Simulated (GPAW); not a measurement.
Computed Cu K edges (GPAW, LDA, excited-electron core hole (neutral cell), supercells with 7.5 to 8.0 Å between holes, Gaussian full width 1.55 eV up to 4 eV, rising linearly to 3.5 eV at 25 eV) of these absorbers are given in random order:
A. CuSe (P4/nmm): 4 Se at 2.41 Å (tetrahedral, site symmetry -4m2)
B. CuSe2 (Pnnm): 6 Se at 2.56 Å (octahedral, site symmetry 2/m)

Energy from 8961.1 eV of photon energy (total-energy differences, less 29.8 eV, the free-atom term for the hole's spin); mean of 1 over the first 20 eV. In the free atom LDA prices this hole about 18 eV below PBE, which is itself good to a few eV.

```csv
E (eV),spectrum 1,spectrum 2
-2.0,0.00,0.00
-1.5,0.00,0.00
-1.0,0.01,0.01
-0.5,0.03,0.02
0.0,0.05,0.05
0.5,0.06,0.08
1.0,0.04,0.11
1.5,0.02,0.14
2.0,0.01,0.14
2.5,0.04,0.11
3.0,0.14,0.09
3.5,0.33,0.13
4.0,0.54,0.28
4.5,0.74,0.56
5.0,0.92,0.98
5.5,1.14,1.50
6.0,1.40,1.97
6.5,1.64,2.23
7.0,1.75,2.23
7.5,1.63,1.99
8.0,1.40,1.67
8.5,1.20,1.39
9.0,1.12,1.22
9.5,1.15,1.14
10.0,1.23,1.13
10.5,1.27,1.16
11.0,1.24,1.19
11.5,1.17,1.21
12.0,1.11,1.23
12.5,1.13,1.22
13.0,1.21,1.20
13.5,1.31,1.16
14.0,1.38,1.11
14.5,1.39,1.06
15.0,1.34,1.01
15.5,1.26,0.98
16.0,1.16,0.95
16.5,1.09,0.93
17.0,1.05,0.92
17.5,1.05,0.91
18.0,1.07,0.90
18.5,1.12,0.90
19.0,1.17,0.91
19.5,1.20,0.92
20.0,1.22,0.94
20.5,1.21,0.96
21.0,1.18,0.98
21.5,1.12,0.99
22.0,1.06,1.00
22.5,0.99,1.00
23.0,0.93,1.00
23.5,0.90,0.99
24.0,0.90,0.99
24.5,0.93,0.98
25.0,0.96,0.98
25.5,1.00,0.99
26.0,1.02,1.00
26.5,1.04,1.01
27.0,1.05,1.01
27.5,1.04,1.02
28.0,1.02,1.02
28.5,0.99,1.01
29.0,0.96,1.00
29.5,0.95,0.99
30.0,0.94,0.97
30.5,0.96,0.96
31.0,1.00,0.94
31.5,1.04,0.92
32.0,1.08,0.90
```

**Question.** Which spectrum belongs to which crystal?

Spectrum 1 is A (rising edge 8965.3 eV, maxima 7.0 eV (1.75) and 14.4 eV (1.40) above its zero). Spectrum 2 is B (rising edge 8965.7 eV, maxima 1.6 eV (0.14), 6.6 eV (2.27) and 12.0 eV (1.23) above its zero). After the best relative shift (up to 4 eV allowed) the shapes differ by 19 % r.m.s. (of the curve's own r.m.s. level). Between 0 and 30 eV on the axis shown, they part most near 6.4 eV, where CuSe2 (Pnnm) is higher by 0.6. The rising edges span 0.4 eV, lowest for CuSe (P4/nmm).

The script folds with a Gaussian, whereas the core hole's own line is a Lorentzian, so the onset is too steep and the first peak too high. Lifetime broadening is put in by hand, and intensities beyond about 20 eV depend on it. Meshes are coarse enough for small ripples in CuSe (P4/nmm). The structures are entries of the Crystallography Open Database and the Materials Project (computed), used as given.

[Logs are printed without paths, hosts, clocks, repeated set-up lines and the standing remarks that a program may print on its own settings, such as how far it seeks lower states.]

[Hosts, paths, dates, database ids (printed as entryN), source tags and the programs' standing remarks are cut or masked in the printed files.]
